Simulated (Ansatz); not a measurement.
# SnO2 (Pnnm): how G0W0 depends on its starting point, part 2 of 2

Aim: G0W0 for SnO2 (Pnnm) on several starting functionals, at one mesh, band count and screening cutoff.

Ansatz 0.2.0; G0W0 on several functionals, plane waves, PAW. Known limits of the many-body steps: not at the basis limit; no spin-orbit coupling; coarse k mesh.

So far. Step 3 (G0W0 on r2SCAN): Against the run with 4×4×4 mesh, 171 empty bands, screening to 100 eV, PAW set soft_1 files on LDA, the gap moves by +0.49 eV, while the start moved by +0.73 eV. Step 4 (G0W0 on HSE06): Against the run with 4×4×4 mesh, 171 empty bands, screening to 100 eV, PAW set soft_1 files on r2SCAN, the gap moves by +0.53 eV, while the start moved by +1.02 eV.

In doubt: masses and optical values from hybrid runs of this build are listed as unsure (steps 4, 5, 6), which bears on the screening that GW takes from such a start.

### Step 5. G0W0 on PBE0

This step: G0W0 on PBE0, plane waves, PAW; PAW set soft_1.

The input, input.yaml:

```yaml
crystal:
  lattice:
    - [4.788004, 0.0, 0.0]
    - [0.0, 4.866582, 0.0]
    - [0.0, 0.0, 3.240898]
  atoms:
    - { symbol: Sn, position: [0.5, 0.5, 0.5] }
    - { symbol: Sn, position: [0.0, 0.0, 0.0] }
    - { symbol: O, position: [0.291855, 0.321042, 0.0] }
    - { symbol: O, position: [0.791855, 0.178958, 0.5] }
    - { symbol: O, position: [0.208145, 0.821042, 0.5] }
    - { symbol: O, position: [0.708145, 0.678958, 0.0] }
kpoints:
  mp_grid: { grid: [4, 4, 4] }
hamiltonian:
  xc: pbe0
  pseudopotentials: { kind: paw, azcp: { folder: soft_1 } }
scf:
  occupations: { method: fixed }
gw:
  n_empty_bands: 171
  ecut_chi: 100
  qp_bands: [v2, c2]
  qp_kpoints: band_edges
  screening: { model: contour_deformation }
```

Launch:

```console
ansatz run input.yaml --threads 2 --pin off --max-ram 92160MiB --backend cuda --events-out ev --progress --plain --runs-dir out --devices 1 --max-vram 13GiB
```

Numbers of over 12 decimals in the logs are rounded to 6 here.

What it wrote:

```text
GPUs: using 1 of 1 available (devices: 1).
[...]
GPU FFT provider: cuFFT
GPU libraries: cuBLAS 13.8.2, cuFFT 12.4.0, cuSOLVER 12.3.4
Crystal: 6 atoms, lattice volume = 75.517 Å³
Basis set: ecut = 420 eV, 1479 PW (Γ)
Bands: 32, of which v1, the nominal top of the filled ones, is band 26 counted from 1 (25 counted from 0)
Symmetry: 8 space group operations
[...]
k-points: 27 of 64
[...]
1    27     12.8311   -15.0093    -3.2423   -18.9284  0.8388    13.5104    13.5079  root
     1    28     16.3083   -13.4567    -4.2449   -18.4836  0.8226    17.0957    17.0903  root
[...]
26    25      6.2169   -26.5391     4.8284   -22.0808  0.7880     6.5855     6.5869  root
    26    26      6.2169   -26.5391     4.8284   -22.0808  0.7880     6.5855     6.5869  root
    26    27     14.0701   -12.7355    -3.7905   -17.1372  0.8456    14.6837    14.6814  root
    26    28     14.0701   -12.7355    -3.7905   -17.1372  0.8456    14.6837    14.6814  root
[key lines of the parts left out:]
Free energy (F): -14324.450245 eV
Fermi energy:    6.974571 eV
```

It took 68 s on 1 × NVIDIA H100 80GB HBM3 (shared by 6 runs) with 2 threads of AMD EPYC 7R13 (Zen 3), shared host; peak memory 1.7 GiB; 74 s of CPU time.

Numbers from this step:

```yaml
bands_summed: 197
rpa_eps_infinity_on_this_mesh_eigenvalues: 3.348, 3.375, 3.725
plane_waves_in_the_screening_matrix: 177
g0w0_gap_on_the_mesh: 3.113 eV
k_of_the_valence_top: 0, 0, 0
k_of_the_conduction_bottom: 0, 0, 0
starting_gap_on_the_mesh: 3.137 eV
least_direct_g0w0_gap_on_the_computed_points: 3.113 eV
```

Against the run with 4×4×4 mesh, 171 empty bands, screening to 100 eV, PAW set soft_1 files on HSE06, the gap moves by +0.22 eV, while the start moved by +0.71 eV.

### Step 6. G0W0 on Hartree-Fock

This step: G0W0 on Hartree-Fock, plane waves, PAW; PAW set soft_1.

Changes to input.yaml since step 5:

```diff
@@ -15,3 +15,3 @@
 hamiltonian:
-  xc: pbe0
+  xc: hf
   pseudopotentials: { kind: paw, azcp: { folder: soft_1 } }
```

What it wrote:

```text
GPUs: using 1 of 1 available (devices: 1).
[...]
GPU FFT provider: cuFFT
GPU libraries: cuBLAS 13.8.2, cuFFT 12.4.0, cuSOLVER 12.3.4
Crystal: 6 atoms, lattice volume = 75.517 Å³
Basis set: ecut = 420 eV, 1479 PW (Γ)
Bands: 32, of which v1, the nominal top of the filled ones, is band 26 counted from 1 (25 counted from 0)
Symmetry: 8 space group operations
[...]
k-points: 27 of 64
[...]
1    27     17.3808   -12.8081    -2.8107   -12.8243  0.9103    14.5987    14.5864  root
     1    28     21.5611   -11.6237    -3.1630   -11.6347  0.9044    18.4289    18.4092  root
[...]
26    25      2.1593   -26.3179     3.2673   -26.3096  0.8811     5.3897     5.4182  root
    26    26      2.1593   -26.3179     3.2673   -26.3096  0.8811     5.3897     5.4182  root
    26    27     18.8786   -11.0513    -3.0665   -11.0643  0.9137    15.8403    15.8251  root
    26    28     18.8786   -11.0513    -3.0665   -11.0643  0.9137    15.8403    15.8251  root
[key lines of the parts left out:]
Free energy (F): -14168.119676 eV
Fermi energy:    3.140546 eV
```

The job ended after 68 s (1 × NVIDIA H100 80GB HBM3 (shared by 6 runs) with 2 threads; peak memory 1.7 GiB; 82 s of CPU time).

Numbers from this step:

```yaml
bands_summed: 197
rpa_eps_infinity_on_this_mesh_eigenvalues: 2.087, 2.095, 2.248
plane_waves_in_the_screening_matrix: 177
g0w0_gap_on_the_mesh: 5.346 eV
k_of_the_valence_top: 0, 0, 0
k_of_the_conduction_bottom: 0, 0, 0
starting_gap_on_the_mesh: 11.39 eV
least_direct_g0w0_gap_on_the_computed_points: 5.346 eV
```

Against the run with 4×4×4 mesh, 171 empty bands, screening to 100 eV, PAW set soft_1 files on PBE0, the gap moves by +2.23 eV, while the start moved by +8.25 eV.

### Step 7. The starts together

All on the 4×4×4 mesh with 171 empty bands and screening to 100 eV. Times are wall times on 1 × NVIDIA H100 80GB HBM3 (shared by 6 runs) with 2 threads of AMD EPYC 7R13 (Zen 3), shared host, good to a factor of about two.

```
       start  starting gap (eV)  shift (eV)  G0W0 gap (eV)  RPA ε∞ (harmonic mean)  Z (valence, conduction)  time
         LDA               0.68       +1.19           1.87                    5.75               0.73, 0.79  21 s
      r2SCAN               1.41       +0.96           2.37                    4.34               0.76, 0.83  27 s
       HSE06               2.43       +0.47           2.90                    3.70               0.78, 0.85  79 s
        PBE0               3.14       −0.02           3.11                    3.47               0.79, 0.86  68 s
Hartree-Fock              11.39       −6.04           5.35                    2.14               0.88, 0.92  68 s
```

How the two edges are built up, in eV (the quasiparticle level is the starting level plus Σx plus Σc less Vxc):

```
   run               edge  start      Σx     Σc     Vxc     Z     QP
   LDA        valence top   8.29  -26.11   4.86  -20.92  0.73   7.95
   LDA  conduction bottom   8.97  -15.68  -2.59  -19.13  0.79   9.83
r2SCAN        valence top   8.26  -26.83   5.08  -21.45  0.76   7.96
r2SCAN  conduction bottom   9.67  -14.09  -3.15  -17.90  0.83  10.33
 HSE06        valence top   7.38  -26.99   4.85  -22.33  0.78   7.56
 HSE06  conduction bottom   9.80  -13.74  -3.22  -17.61  0.85  10.46
  PBE0        valence top   6.97  -27.00   4.70  -22.74  0.79   7.42
  PBE0  conduction bottom  10.11  -13.70  -3.16  -17.29  0.86  10.53
```

For a hybrid start, Vxc holds its share of exact exchange.

### Step 8. What came out

```yaml
g0w0_lda: 1.87 eV (start 0.68 eV)
g0w0_r2scan: 2.37 eV (start 1.41 eV)
g0w0_hse06: 2.90 eV (start 2.43 eV)
g0w0_pbe0: 3.11 eV (start 3.14 eV)
g0w0_hartree_fock: 5.35 eV (start 11.39 eV)
known_limits: not at the basis limit; no spin-orbit coupling; coarse k mesh
```

The starting gaps span 10.70 eV and the G0W0 gaps 3.47 eV. Between LDA and Hartree-Fock, 3.47 eV of the 10.70 eV survives, 32 %. Hartree-Fock screens less than LDA (ε∞ 2.14 against 5.75). Of the 3.47 eV by which its G0W0 gap is higher, the correlation part gives +1.19 eV, and exchange with the one-particle terms, which follow the orbitals, +2.28 eV. On Hartree-Fock the correction is negative: that start lies above its own G0W0 value. The smallest correction, −0.02 eV, is on PBE0, the start nearest to reproducing itself. Bands and cutoff are finite, so the gap is not at the basis limit. The miss can reach some tenths of an eV and take either sign; the mesh is an error of its own. The 4×4×4 mesh is coarse for this cell (its supercell is 13 Å along the shortest edge). The RPA ε∞ on it, from the LDA start, is 5.44, 5.90 and 5.94; such meshes misread the long-range screening, most where the gap is narrow. The program warns that the mesh is coarse for exact exchange, which bears on the hybrid start's gap. The many-body steps are scalar-relativistic: spin-orbit coupling is not in them.

[Paths, hosts, dates, memory and timing lines, banners, echoed tables and standing remarks are left out of the program output.]

[Logs are printed without paths, hosts, clocks, repeated set-up lines and the standing remarks that a program may print on its own settings, such as how far it seeks lower states.]

[Runs of the session that timed out or met a known fault of the program may be left out.]

[Cells called generated may have been cut or substituted from an entry of the Crystallography Open Database or the Materials Project.]

[Hosts, paths, dates, database ids (printed as entryN), source tags and the programs' standing remarks are cut or masked in the printed files.]
